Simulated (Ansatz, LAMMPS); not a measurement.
# Amorphous La2O3 (95 atoms): support functions against a reference

Wanted: errors and times of a linear-scaling basis for amorphous La2O3 (95 atoms). A setting counts as converged where the r.m.s. difference of forces stays under 1 % of the r.m.s. force.

Calculated with Ansatz 0.2.0; Kohn-Sham DFT, PBE, PAW (set soft_2), plane waves.

## 1. The starting structure

The cell holds 95 atoms: 38 La and 57 O. Its edges and angles: a = 11.951 Å, b = 11.951 Å, c = 11.951 Å, α = 90.0°, β = 90.0°, γ = 90.0°. 95 atoms (38 Nd, 57 O) placed at random at 6.66 g/cm³, melted at 5000 K for 10 ps at fixed volume with the Morse and Coulomb pair potential with partial charges (Pedone, Malavasi, Menziani, Cormack and Segre, J. Phys. Chem. B 110, 11780 (2006)). Quenched from 5000 K to 300 K at 20 K/ps and fixed volume, held 5 ps, then minimised at fixed cell. Then Nd was replaced by La and the cell scaled by 1.023 (the potential has no terms for the new elements, so the cell is a start for a DFT relaxation).

What the set-up can't give: The quench rate of 20 K/ps is orders of magnitude faster than experiment, which tends to freeze in extra defects. The network of bonds at the start is that of the classical potential that made the cell, and needn't be the one that DFT or experiment would give. The Brillouin zone is sampled at Γ only, in a cell whose shortest periodic width is 12 Å. No spin–orbit coupling is included, so levels derived from the heavy atoms are approximate.

## 2. Making the structure

A classical potential makes the cell, at a small fraction of what the same run would cost in DFT.

This step: classical MD, Morse and Coulomb pair potential with partial charges (Pedone, Malavasi, Menziani, Cormack and Segre, J. Phys. Chem. B 110, 11780 (2006)) (LAMMPS 22 Jul 2025 - Update 4).

The input, in.lmp:

```
# melt-quench of Nd38O57
units metal
atom_style charge
boundary p p p
region box block 0 11.6820 0 11.6820 0 11.6820
create_box 2 box
mass 1 144.2420   # Nd
mass 2 15.9990   # O
create_atoms 1 random 38 90675 NULL overlap 1.5 maxtry 2000
create_atoms 2 random 57 90682 NULL overlap 1.5 maxtry 2000
pair_style hybrid/overlay pedone 5.5 coul/long 8.0
pair_coeff * * coul/long
pair_coeff 1 2 pedone 0.014580 1.825100 3.398717 3   # Nd-O
pair_coeff 2 2 pedone 0.042395 1.379316 3.618701 22   # O-O
set type 1 charge 1.8
set type 2 charge -1.2
kspace_style pppm 1.0e-4
neigh_modify delay 0 every 1 check yes
thermo_style custom step time temp pe press density
thermo_modify norm yes
timestep 0.002
thermo 100
min_style cg
minimize 1e-4 1e-4 200 2000
reset_timestep 0
velocity all create 5000 90676 mom yes dist gaussian
fix lim all nve/limit 0.05
fix lan all langevin 5000 5000 0.2 90677 zero yes
thermo 500
run 1000 post no
unfix lim
unfix lan
thermo 833
fix md all nvt temp 5000 5000 0.2
run 5000 post no
unfix md
thermo 11750
fix md all nvt temp 5000 300 0.2
run 117500 post no
unfix md
thermo 1250
fix md all nvt temp 300 300 0.2
run 2500 post no
unfix md
thermo 100
min_style cg
minimize 0 1e-3 2000 20000
write_dump all custom glass.dump id type xs ys zs modify sort id
```

Launch:

```sh
> lmp -in in.lmp -log none -nocite
```

Log:

```text
LAMMPS (22 Jul 2025 - Update 4)
Created orthogonal box = (0 0 0) to (11.682 11.682 11.682)
Created 38 atoms
Created 57 atoms
PPPM initialization ...
  G vector (1/distance) = 0.37601977
  grid = 12 12 12
  estimated relative force accuracy = 6.195718e-05
   Step          Time           Temp          PotEng         Press         Density
         0   0              0             -0.082746042    810860.12      6.6590396
        83   0.166          0             -9.8335678      27105.536      6.6590396
Loop time of 0.0375511 s on 1 MPI rank(s) for 83 steps with 95 atoms
Minimization stats:
  Stopping criterion = energy tolerance
  Energy initial, next-to-last, final =
[... 35 lines left out ...]
    125000   250            282.59766     -9.9084931     -10641.211      6.6590396
    126000   252            298.33992     -9.906174      -7467.5574      6.6590396
Loop time of 0.754626 s on 1 MPI rank(s) for 2500 steps with 95 atoms
   Step          Time           Temp          PotEng         Press         Density
    126000   252            298.33992     -9.906174      -7467.5574      6.6590396
    126024   252.048        298.33992     -9.9483604     -17545.771      6.6590396
Loop time of 0.0261872 s on 1 MPI rank(s) for 24 steps with 95 atoms
Minimization stats:
  Stopping criterion = linesearch alpha is zero
  Energy initial, next-to-last, final =
     -9.90617402799096  -9.94836043212076  -9.94836043212076
  Force two-norm initial, final = 8.8584671 0.076356155
  Iterations, force evaluations = 24 73
```

Run time: 42 s. Hardware: 1 thread of Arm Neoverse V2, shared host; peak memory 0.072 GiB.

## 3. Plane-wave single point

This run is the reference for what follows, at a cutoff of 420 eV.

The input, input.yaml:

```yaml
crystal:
  lattice:
    - [11.95069, 0.0, 0.0]
    - [0.0, 11.95069, 0.0]
    - [0.0, 0.0, 11.95069]
  atoms:
    - { symbol: La, position: [0.13608, 0.43141, 0.0955] }
    - { symbol: La, position: [0.94028, 0.97186, 0.13608] }
    - { symbol: La, position: [0.17681, 0.34373, 0.71682] }
    - { symbol: La, position: [0.43849, 0.35597, 0.92202] }
    - { symbol: La, position: [0.45794, 0.90192, 0.2907] }
    - { symbol: La, position: [0.1852, 0.2912, 0.43119] }
    - { symbol: La, position: [0.31663, 0.84541, 0.58176] }
    - { symbol: La, position: [0.87028, 0.4167, 0.58673] }
    - { symbol: La, position: [0.94895, 0.23018, 0.27572] }
    - { symbol: La, position: [0.25584, 0.11002, 0.10777] }
    - { symbol: La, position: [0.5712, 0.8453, 0.68358] }
    - { symbol: La, position: [0.32099, 0.62303, 0.80415] }
    - { symbol: La, position: [0.47261, 0.63482, 0.11947] }
    - { symbol: La, position: [0.18663, 0.74603, 0.13997] }
    - { symbol: La, position: [0.76162, 0.37549, 0.98571] }
    - { symbol: La, position: [0.98174, 0.20718, 0.90162] }
    - { symbol: La, position: [0.76302, 0.90325, 0.38003] }
    - { symbol: La, position: [0.85884, 0.75079, 0.62793] }
    - { symbol: La, position: [0.64504, 0.14403, 0.14141] }
    - { symbol: La, position: [0.76365, 0.73504, 0.11806] }
    - { symbol: La, position: [0.78882, 0.93727, 0.88921] }
    - { symbol: La, position: [0.63462, 0.16631, 0.76295] }
    - { symbol: La, position: [0.4223, 0.35472, 0.23883] }
    - { symbol: La, position: [0.9736, 0.60716, 0.91725] }
    - { symbol: La, position: [0.70143, 0.1648, 0.45826] }
    - { symbol: La, position: [0.97063, 0.62824, 0.30923] }
    - { symbol: La, position: [0.10354, 0.9307, 0.38674] }
    - { symbol: La, position: [0.6145, 0.64978, 0.41197] }
    - { symbol: La, position: [0.29126, 0.59813, 0.40511] }
    - { symbol: La, position: [0.6419, 0.60746, 0.84468] }
    - { symbol: La, position: [0.98061, 0.07109, 0.62432] }
    - { symbol: La, position: [0.31039, 0.08691, 0.76013] }
    - { symbol: La, position: [0.70473, 0.41147, 0.30415] }
    - { symbol: La, position: [0.11674, 0.88321, 0.85445] }
    - { symbol: La, position: [0.41855, 0.12743, 0.47281] }
    - { symbol: La, position: [0.50812, 0.42897, 0.6137] }
    - { symbol: La, position: [0.45804, 0.90707, 0.96839] }
    - { symbol: La, position: [0.07184, 0.59732, 0.64303] }
    - { symbol: O, position: [0.2926, 0.55538, 0.19924] }
    - { symbol: O, position: [0.69371, 0.79146, 0.52625] }
    - { symbol: O, position: [0.82481, 0.07341, 0.30374] }
    - { symbol: O, position: [0.62949, 0.79083, 0.26445] }
    - { symbol: O, position: [0.43228, 0.73627, 0.42954] }
    - { symbol: O, position: [0.13129, 0.93755, 0.18624] }
    - { symbol: O, position: [0.01666, 0.75209, 0.74662] }
    - { symbol: O, position: [0.04072, 0.60654, 0.12225] }
    - { symbol: O, position: [0.6705, 0.48038, 0.50142] }
    - { symbol: O, position: [0.31074, 0.19794, 0.3045] }
    - { symbol: O, position: [0.39155, 0.81242, 0.78224] }
    - { symbol: O, position: [0.96427, 0.01719, 0.83037] }
    - { symbol: O, position: [0.87855, 0.54808, 0.73335] }
    - { symbol: O, position: [0.77224, 0.08311, 0.6251] }
    - { symbol: O, position: [0.79539, 0.29724, 0.16747] }
    - { symbol: O, position: [0.30126, 0.95474, 0.41285] }
    - { symbol: O, position: [0.93181, 0.61371, 0.50162] }
    - { symbol: O, position: [0.97318, 0.26475, 0.69495] }
    - { symbol: O, position: [0.58476, 0.01404, 0.39742] }
    - { symbol: O, position: [0.36214, 0.41843, 0.4395] }
    - { symbol: O, position: [0.73782, 0.77751, 0.77821] }
    - { symbol: O, position: [0.37568, 0.80146, 0.14214] }
    - { symbol: O, position: [0.77592, 0.57452, 0.98949] }
    - { symbol: O, position: [0.44918, 0.5538, 0.94496] }
    - { symbol: O, position: [0.2993, 0.31762, 0.07371] }
    - { symbol: O, position: [0.44377, 0.99305, 0.62342] }
    - { symbol: O, position: [0.46697, 0.04221, 0.13006] }
    - { symbol: O, position: [0.60406, 0.9769, 0.83689] }
    - { symbol: O, position: [0.92445, 0.81863, 0.99656] }
    - { symbol: O, position: [0.14504, 0.72456, 0.34988] }
    - { symbol: O, position: [0.83658, 0.30781, 0.42723] }
    - { symbol: O, position: [0.17362, 0.2076, 0.85219] }
    - { symbol: O, position: [0.77596, 0.18861, 0.91051] }
    - { symbol: O, position: [0.35918, 0.42353, 0.74426] }
    - { symbol: O, position: [0.75002, 0.97932, 0.08004] }
    - { symbol: O, position: [0.97269, 0.39257, 0.97555] }
    - { symbol: O, position: [0.5824, 0.25284, 0.31787] }
    - { symbol: O, position: [0.10332, 0.42865, 0.5503] }
    - { symbol: O, position: [0.02952, 0.14925, 0.10126] }
    - { symbol: O, position: [0.19488, 0.72266, 0.94408] }
    [... 11 atom lines left out ...]
    - { symbol: O, position: [0.90051, 0.81888, 0.26022] }
    - { symbol: O, position: [0.593, 0.75122, 0.0025] }
    - { symbol: O, position: [0.26968, 0.20677, 0.59374] }
    - { symbol: O, position: [0.63273, 0.39821, 0.81312] }
    - { symbol: O, position: [0.52972, 0.62728, 0.68043] }
    - { symbol: O, position: [0.13673, 0.51666, 0.81122] }
kpoints:
  mp_grid: { grid: [1, 1, 1] }
hamiltonian:
  xc: pbe
scf:
  occupations: { method: gaussian, width: 0.025 }
output:
  forces: true
  stress: true
  populations: intrinsic
  dos:
    method: { smearing: { sigma: 0.1 } }
    de: 0.1
    projected: { site_lists: { La: [La], O: [O] } }
  eigenvalues: true
  write_density: true
  write_potential: true
  volumetric_format: npy
  elf: true
```

Launch:

```sh
> ansatz run input.yaml --threads 4 --pin off --max-ram 8192MiB --backend cpu --events-out ev --progress --plain --runs-dir out
```

Log:

```text
La: projections on atomic orbitals take those of the free atom [Kr 4d10] 4f0 5s2 5p6 5d1 6s2, of charge +0.00 (hamiltonian.pseudopotentials.projection_atoms); the dataset's partial waves leave at most 1.9e-5 of an orbital's norm unspanned inside its sphere
Engine: ansatz 0.2.0, aarch64-unknown-linux-gnu
Pseudopotentials: kind: paw
Pseudopotential: La, paw, valence charge 11, recommended cutoff 420 eV (normal), La.paw.azcp
Pseudopotential: O, paw, valence charge 6, recommended cutoff 420 eV (normal), O.paw.azcp
[... 5 lines on functional and potentials left out ...]
Crystal: 95 atoms, lattice volume = 1706.785 Å³
Basis set: ecut = 420 eV, 33371 PW (Γ), exchange–correlation on 160×160×160 points (8 copies of the dense FFT grid, shifted against one another)
Bands: 475, of which v1, the nominal top of the filled ones, is band 380 counted from 1 (379 counted from 0)
Symmetry: 1 space group operations
Space group: P1 (ITA 1), of the structure as read, at distance tolerance 1.2e-4 Å
k-points: 1
[... 5 lines on functional and potentials left out ...]
Initial density: superposition of atomic densities (neutral atoms: chi_scale 0, normalization atom), corrected by the library's trained network
Initial wavefunctions: pseudopotential atomic-orbital guess
Functional: x = pbe(κ = 0.804, μ = 0.219515), c = pbe(β = 0.066725)
SCF iter   1: F=—  HF=-270014.367168 eV  |F-HF|=—  |Δ(HF+E_count)|=         —  Δρ=3.04e-3  dr2=2.37e-1  ethr=1.77e-3  ⟨swp⟩=6.0  Hψ=2125  notcnv=0  defer=4
preconditioner: auto → Resta (q_TF=auto, 2.384 Å⁻¹)  ε∞=4.8  [insulator: Δε(μ)=3.282 eV  Ē_g=12.057 eV  σ=0.025 eV  W_gap=1.00  n_scr=388 (ndim 8)  ℏωp=23.5 eV  f_vac=0.023  D(μ)=0.00/eV (n_scr^D=0)  ε∞_Penn≈4.8]
SCF iter   2: F=—  HF=-270014.360801 eV  |F-HF|=—  |Δ(HF+E_count)|=   6.37e-3  Δρ=1.73e-3  dr2=5.16e-2  ethr=3.12e-5  ⟨swp⟩=3.0  Hψ=924  notcnv=0  defer=89
SCF iter   3: F=—  HF=-270014.364152 eV  |F-HF|=—  |Δ(HF+E_count)|=   3.35e-3  Δρ=7.89e-4  dr2=1.62e-2  ethr=6.79e-6  ⟨swp⟩=4.0  Hψ=777  notcnv=0  defer=89
SCF iter   4: F=—  HF=-270014.366200 eV  |F-HF|=—  |Δ(HF+E_count)|=   2.05e-3  Δρ=2.10e-4  dr2=9.02e-4  ethr=2.13e-6  ⟨swp⟩=3.0  Hψ=567  notcnv=0  defer=89
SCF iter   5: F=—  HF=-270014.366515 eV  |F-HF|=—  |Δ(HF+E_count)|=   3.15e-4  Δρ=1.70e-4  dr2=4.63e-4  ethr=1.19e-7  ⟨swp⟩=2.0  Hψ=927  notcnv=0  defer=89
SCF iter   6: F=—  HF=-270014.366465 eV  |F-HF|=—  |Δ(HF+E_count)|=   4.98e-5  Δρ=5.24e-5  dr2=4.61e-5  ethr=6.09e-8  ⟨swp⟩=2.0  Hψ=727  notcnv=0  defer=89
SCF iter   7: F=—  HF=-270014.366441 eV  |F-HF|=—  |Δ(HF+E_count)|=   2.36e-5  Δρ=1.66e-5  dr2=5.15e-6  ethr=6.06e-9  ⟨swp⟩=2.0  Hψ=697  notcnv=0  defer=89
SCF iter   8: F=—  HF=-270014.366444 eV  |F-HF|=—  |Δ(HF+E_count)|=   2.81e-6  Δρ=1.38e-5  dr2=3.03e-6  ethr=6.78e-10  ⟨swp⟩=3.0  Hψ=729  notcnv=0  defer=89
SCF iter   9: F=—  HF=-270014.366444 eV  |F-HF|=—  |Δ(HF+E_count)|=   9.31e-9  Δρ=2.36e-6  dr2=1.31e-7  ethr=3.99e-10  ⟨swp⟩=2.0  Hψ=727  notcnv=0  defer=89
SCF iter  10: F=-270014.366444 eV  HF=-270014.366444 eV  |F-HF|=2.00e-8  |Δ(HF+E_count)|=   1.49e-7  Δρ=1.71e-6  dr2=5.06e-8  ethr=1.32e-11  ⟨swp⟩=24.0  Hψ=4416  notcnv=0
SCF 1 converged in 10 iterations: F = -270014.366444 eV  dr2 = 5.06e-8
  greatest PAW one-centre occupation: 0.973 electrons in one spin orbital (limit 2), on the La atom at site 8 (counted from 0), in its partial waves of l = 0
SCF converged after 10 iterations
Free energy (F): -270014.366444 eV
Harris-Foulkes:  -270014.366444 eV  (|F-HF|=2.00e-8)
Internal energy: -270014.366444 eV  (E = F + TS)
E sigma→0 (E₀):  -270014.366444 eV
Fermi energy:    10.190197 eV
--- Per-component energies (eV) ---
  E_band       = -1121.112160
  E_kinetic    = 17271.185776
  E_local      = -32953.981678  (includes V_loc(G=0)·N_el)
  E_nonlocal   = 6400.345567
  E_hartree    = 11827.602235
  E_xc         = -9539.707723
  E_vxc        = -11021.088642  (∫ρ·V_xc dr)
  E_paw        = -214849.711106  (= ΣΔE_a)
  E_vpaw       = -4472.916954  (= ΣTr[D̂ρ^β])
  E_aug_tail   = 0.137114  (compensation charges beyond the density's cutoff)
  E_ewald      = -48170.236630
  E_smearing   = -0.000000  (= −TS)
  E_closure    = 0.000000  (closes the sum)
  Σ components = -270014.366444   (vs F -270014.366444, Δ=0.00e0)
--- Forces (eV/Å), atoms counted from 1 ---
  atom   1  La    -0.03736926    -0.23311529     0.84231704
  atom   2  La     0.08524820    -0.06709623    -0.30389343
  atom   3  La     0.01330852     0.05094031     0.49473280
  atom   4  La     0.08776195    -0.24058679     0.25226942
  atom   5  La    -0.05326066    -0.28801511     0.14555797
  atom   6  La    -0.19178611     0.19237268    -0.23959332
  atom   7  La    -0.60620492     0.01839354    -0.11377918
  atom   8  La     0.02464760     0.06511973     0.43438042
  atom   9  La    -0.05379929    -0.04358332    -0.27927547
  atom  10  La    -0.44203054     0.18628740    -0.05898138
  atom  11  La    -0.00186554    -0.04306362     0.05302175
  atom  12  La     0.17179142    -0.03860049     0.22084875
  atom  13  La    -0.15478453    -0.51190666     0.00179640
  atom  14  La     0.03378657    -0.05072843    -0.49217991
[...]
atom  94  O      0.13167800     0.03671971     0.37377260
  atom  95  O     -0.05859650     0.43315643     0.09406774
  max |Σ_I F_I| component: 5.62e-5 eV/Å
--- Stress (GPa, compression-positive) ---
       -1.456858      -0.503317       0.657364
       -0.503317      -0.227332      -0.615565
        0.657364      -0.615565      -2.212467
  P = ⅓ Tr σ = -1.2989 GPa (-12.989 kbar)
--- Band table (eV) ---
  k-point 0: bands = ["-22.4022", "-21.9923", "-21.8854", "-21.8169", [... 459 levels ...], "13.1246", "13.1309", "13.1348", "13.1471", "13.1509", "13.1577", "13.1637", "13.1722", "13.1783", "13.1819", "13.1883", "13.1902"]
--- intrinsic populations: 95 sites ---
  site symbol       q [e]
     0     La     10.0117
     1     La     10.1628
     2     La     10.1568
[...]
94      O      6.6014
  spilling = 0.000000 (of n_electrons = 760.000000)
```

The job ended after 42 s (4 threads of Arm Neoverse V2, shared host; peak memory 2.7 GiB; 2.5 min of CPU time).

In the SCF lines HF is the Harris–Foulkes energy and dr2 the Hartree energy of the density residual, in eV; the loop may stop once dr2 is under the threshold and the program's other checks hold. Hψ counts applications of the Hamiltonian.

Read from the output:

- free energy: -270014.3664 eV
- free energy per atom: -2842.2565 eV/atom
- SCF cycles: 10
- pressure: -1.299 GPa
- r.m.s. force component: 0.2614 eV/Å
- longest force: 1.266 eV/Å
- Fermi energy: 10.19 eV
- gap (highest filled to lowest empty level): 3.311 eV

The r.m.s. force component of 0.26 eV/Å sets the scale for the differences below.

## 4. Support functions medium

With localised support functions most steps grow linearly with size, though the diagonalisation grows faster unless the density matrix is cut; this run measures error and cost at this size. Besides, the program derives a nominal cutoff of 464 eV for this run, against the reference's 420.

This step: Kohn-Sham DFT, PBE, PAW (set soft_2), localised support functions (medium) (Ansatz 0.2.0).

input.yaml, the sections that differ from step 3:

```yaml
scf:
  occupations: { method: gaussian, width: 0.025 }
  eigensolver: { kind: { support_functions: { accuracy: medium } } }
  max_iter: 150
output:
  forces: true
  eigenvalues: true
# crystal, kpoints, hamiltonian: as in step 3
```

Log:

```text
Warning: scf.eigensolver.kind.support_functions: disabling space-group detection — the functions' gradient is summed over unrotated k-points, so no spatial operation reduces the k-mesh or symmetrises the density; time reversal is kept, so that k and −k are solved as one point where they differ and the mesh holds both, and exact exchange and, on two spinor components, a DFT+U term hold to it where the run has them: [...]
Warning: basis.ecutwfc = 464 eV, auto-derived: no grid that the accuracy of the support functions lays serves the files at the lower one that their records recommend; a deck with other species or settings can derive another value
settings of this run that can trade accuracy for cost: scf.eigensolver.kind.support_functions [...]
[...]
Crystal: 95 atoms, lattice volume = 1706.785 Å³
Basis set: ecut = 464 eV, 38641 PW (Γ), exchange–correlation on 180×180×180 points (8 copies of the dense FFT grid, shifted against one another)
Bands: 456, of which v1, the nominal top of the filled ones, is band 380 counted from 1 (379 counted from 0)
Symmetry: 1 space group operations
k-points: 1
[...]
SCF iter   1: F=—  HF=-269990.011961 eV  |F-HF|=—  |Δ(HF+E_count)|=         —  Δρ=4.47e-2  dr2=6.70e1  ethr=1.00e-1
[...]
SCF iter  12: F=—  HF=-270014.765067 eV  |F-HF|=—  |Δ(HF+E_count)|=   9.77e-4  Δρ=1.10e-5  dr2=4.30e-6  ethr=1.77e-9  κ⁻¹=2.7e-5(r=7)
SCF iter  13: F=-270014.765066 eV  HF=-270014.765067 eV  |F-HF|=7.30e-7  |Δ(HF+E_count)|=   1.93e-7  Δρ=5.68e-6  dr2=1.63e-6  ethr=5.66e-10
SCF 1 converged in 13 iterations: F = -270014.777225 eV  dr2 = 1.63e-6
[...]
SCF converged after 13 iterations
Stability not checked: this state was not tested for a lower state beside it, because the mixer in use, unlike msr1, does not test its closes by its own steps (another_mixer; see scf.mixing.algorithm and scf.lower_state_search)
Free energy (F): -270014.777225 eV
[...]
Internal energy: -270014.777225 eV  (E = F + TS)
E sigma→0 (E₀):  -270014.777225 eV
Fermi energy:    10.190190 eV
[...]
Σ components = -270014.777225   (vs F -270014.777225, Δ=0.00e0)
--- Forces (eV/Å), atoms counted from 1 ---
  atom   1  La    -0.03739868    -0.23293770     0.84289636
  atom   2  La     0.08527840    -0.06772213    -0.30399397
  atom   3  La     0.01382731     0.05104680     0.49485186
  atom   4  La     0.08804547    -0.24056138     0.25200025
[...]
atom  95  O     -0.05917349     0.43320454     0.09365752
  max |Σ_I F_I| component: 2.13e-3 eV/Å
--- Band table (eV) ---
[...]
```

The job ended after 3.6 min (4 threads; peak memory 6.7 GiB).

The program notes that the band table was not solved further than the SCF left it and it switched symmetry off.

Keys that differ from the reference: support_functions.accuracy = "medium" and scf.max_iter = 150.

Forces differ from the reference by 0.40 meV/Å r.m.s., 0.15 % of their size, well within a tolerance of 1 %; the energy by -4.3 meV/atom. It took roughly 5.2 times the reference's time (one timing each, with unlike analyses asked), in 13 cycles against 10.

(Continued in part 2 of 2.)

[Long decimals in the printed logs are rounded to 6 places.]

[Logs are printed without paths, hosts, clocks, repeated set-up lines and the standing remarks that a program may print on its own settings, such as how far it seeks lower states.]

[Hosts, paths, dates, database ids (printed as entryN), source tags and the programs' standing remarks are cut or masked in the printed files.]
